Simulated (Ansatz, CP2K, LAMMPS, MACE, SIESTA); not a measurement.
# Glassy B2O3 (65 atoms), the geometry as built

This is the geometry as built. Method: Kohn-Sham DFT, PBE, GTH-PBE pseudopotentials, Gaussian and plane waves, DZVP-MOLOPT-SR-GTH, orbital transformation; 450/40 Ry (CP2K 2026.2); Γ point; density 1.96 g/cm³.

Cell vectors (Å):

```
9.154 0.000 0.000
0.000 9.154 0.000
0.000 0.000 9.154
```

Positions (Å):

```
1 B 8.765 1.370 3.573
2 B 8.482 6.406 8.712
3 B 0.181 3.713 2.457
4 B 7.409 1.542 8.824
5 B 4.381 6.983 0.213
6 B 4.200 8.205 4.488
7 B 5.863 7.001 2.515
8 B 6.598 4.662 5.027
9 B 6.018 3.493 2.567
10 B 8.986 4.123 5.779
11 B 2.995 1.549 7.282
12 B 2.052 0.239 3.239
13 B 6.297 4.822 0.141
14 B 8.518 6.285 3.067
15 B 4.734 4.960 7.086
16 B 4.234 8.262 7.140
17 B 2.242 3.228 0.632
18 B 5.853 1.124 1.672
19 B 8.199 8.213 6.881
20 B 0.266 2.030 7.242
21 B 5.500 2.224 6.870
22 B 0.883 7.353 5.010
23 B 2.248 5.444 5.914
24 B 1.977 5.735 0.023
25 B 6.913 0.773 5.304
26 B 3.281 0.818 1.008
27 O 6.218 4.064 1.284
28 O 7.917 4.900 5.377
29 O 4.666 0.542 1.157
30 O 1.094 4.674 5.946
31 O 5.303 6.756 1.241
32 O 4.115 2.381 7.010
33 O 6.261 4.177 3.773
34 O 4.845 7.563 8.161
35 O 7.658 0.777 4.100
36 O 4.610 8.119 5.811
37 O 5.674 4.833 6.002
38 O 5.008 7.552 3.512
39 O 3.011 6.591 0.302
40 O 8.976 5.041 2.646
41 O 2.282 4.357 9.030
42 O 7.522 5.432 8.975
43 O 2.127 6.711 5.274
44 O 3.100 9.003 4.078
45 O 8.678 1.620 8.299
46 O 3.428 0.181 7.505
47 O 0.257 7.066 3.800
48 O 1.656 1.795 7.160
49 O 8.748 2.835 6.267
50 O 3.427 5.222 6.610
51 O 8.122 7.602 8.106
52 O 2.315 0.162 1.816
53 O 5.251 4.911 8.366
54 O 5.683 2.098 2.597
55 O 0.676 6.162 8.986
56 O 5.982 1.792 5.619
57 O 8.680 2.660 3.060
58 O 7.191 6.692 2.765
59 O 6.391 2.080 8.006
60 O 2.943 2.027 0.422
61 O 7.058 1.128 0.962
62 O 0.878 0.778 3.710
63 O 1.307 3.346 1.702
64 O 7.304 9.115 6.351
65 O 0.192 7.918 6.081
```

Predict the forces and charges.

Columns: atom, q, fx, fy, fz (forces in eV/Å, q the Hirshfeld charge in e).

```
1 0.33 1.231 0.668 -0.017
2 0.33 0.305 -0.917 -0.261
3 0.32 1.627 -0.132 -0.680
4 0.32 -2.104 0.942 -0.935
5 0.32 -0.809 -0.138 -0.342
6 0.32 -0.160 -0.034 -1.101
7 0.32 -1.120 0.482 0.527
8 0.31 -0.569 -1.299 0.029
9 0.34 1.028 -0.725 0.112
10 0.31 0.378 -0.059 1.069
11 0.32 1.787 -1.961 -0.437
12 0.32 1.512 0.260 -1.964
13 0.31 0.863 0.648 -0.462
14 0.33 -0.338 -0.334 0.529
15 0.33 0.680 0.358 -2.296
16 0.30 -0.389 2.044 -0.031
17 0.32 -1.945 0.182 1.679
18 0.32 -1.780 1.666 -2.864
19 0.33 1.654 -0.700 -1.886
20 0.34 1.083 1.500 -1.026
21 0.32 0.859 -3.040 1.253
22 0.31 -1.327 -1.738 1.108
23 0.33 -0.383 1.626 0.067
24 0.32 -0.119 -0.813 -0.026
25 0.33 1.385 1.711 0.541
26 0.33 0.383 0.376 3.362
27 -0.21 -0.548 -0.382 1.156
28 -0.21 1.050 -0.156 -0.520
29 -0.22 0.050 -0.587 -0.149
30 -0.21 0.482 -0.672 0.012
31 -0.20 0.147 0.314 0.111
32 -0.21 -0.214 0.569 0.080
33 -0.21 -0.727 -0.104 -1.337
34 -0.21 -0.529 -0.797 0.641
35 -0.22 -1.141 -0.576 0.951
36 -0.21 -0.070 -0.746 -0.562
37 -0.22 -1.276 -0.151 1.167
38 -0.23 0.513 0.086 -0.014
39 -0.21 1.034 0.493 0.098
40 -0.21 0.014 -0.446 -0.078
41 -0.22 0.864 0.114 -0.733
42 -0.22 0.377 0.042 0.331
43 -0.23 -0.029 -0.266 0.124
44 -0.22 -0.041 -0.230 0.791
45 -0.20 1.048 -1.237 1.655
46 -0.23 -0.912 0.427 0.077
47 -0.22 -0.608 0.354 -0.340
48 -0.20 -0.853 0.595 -0.016
49 -0.21 0.794 -0.483 0.188
50 -0.20 0.296 -0.366 0.903
51 -0.21 -0.797 0.430 -0.328
52 -0.25 0.026 0.437 0.213
53 -0.20 -1.130 -0.643 0.029
54 -0.22 -0.023 2.183 1.200
55 -0.21 -0.099 0.423 0.162
56 -0.21 0.230 -0.641 -0.299
57 -0.21 -0.664 0.341 0.412
58 -0.21 0.516 0.371 -0.163
59 -0.23 -1.485 0.382 -0.669
60 -0.19 -0.134 1.547 -0.711
61 -0.21 0.965 -0.634 -0.755
62 -0.20 0.155 -0.602 0.119
63 -0.24 0.042 -0.275 0.103
64 -0.21 -0.488 -0.529 0.715
65 -0.23 0.311 -0.070 -0.048
```

The quench rate of 100 K/ps is many orders above laboratory rates, so the cell is likely richer in defects and strain than a real sample. The network of bonds at the start is that of the classical potential that made the cell, and needn't be the one that DFT or experiment would give. Only the Γ point is sampled, in a cell whose shortest periodic width is 9 Å.

The r.m.s. force component is 0.921 eV/Å; the longest force, 3.76 eV/Å, acts on B18.

[Logs are printed without paths, hosts, clocks, repeated set-up lines and the standing remarks that a program may print on its own settings, such as how far it seeks lower states.]

[Hosts, paths, dates, database ids (printed as entryN), source tags and the programs' standing remarks are cut or masked in the printed files.]
